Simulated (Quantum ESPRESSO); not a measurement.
# Dipole at the next field: Y2CO2 MXene, 1 layer

**Set-up.** Quantum ESPRESSO 7.5, PBE, SG15 norm-conserving; sawtooth field along the normal with dipole correction, ions clamped, threshold 1e-9 Ry; cell area 10.766 Å².

| field (V/Å) | dipole (e Å a cell) |
| --- | --- |
| 0 | 0.00000 |
| 0.1 | 0.03546 |
| 0.2 | 0.07085 |

One more run was made and is withheld. What is the dipole at 0.4 V/Å, and what electrostatic thickness 4πα/A follows from the rows?

**Worked estimate.** The slope is (0.07085 − (0.00000))/0.2 = 0.3542 e Å²/V, so 4πα/A = 180.95 × 0.3542/10.766 = 5.95 Å. Linear response gives p = 0.00000 + 0.3542 × (0.4) = 0.14170 e Å; a parabola through the three rows gives 0.14142.

**Check.** p = 0.14191 e Å. The line misses by 0.1 % of the induced dipole and the parabola by 0.3 %. The response is linear over this range.

Caveats: Electrons alone respond; local and semilocal functionals tend to overscreen.
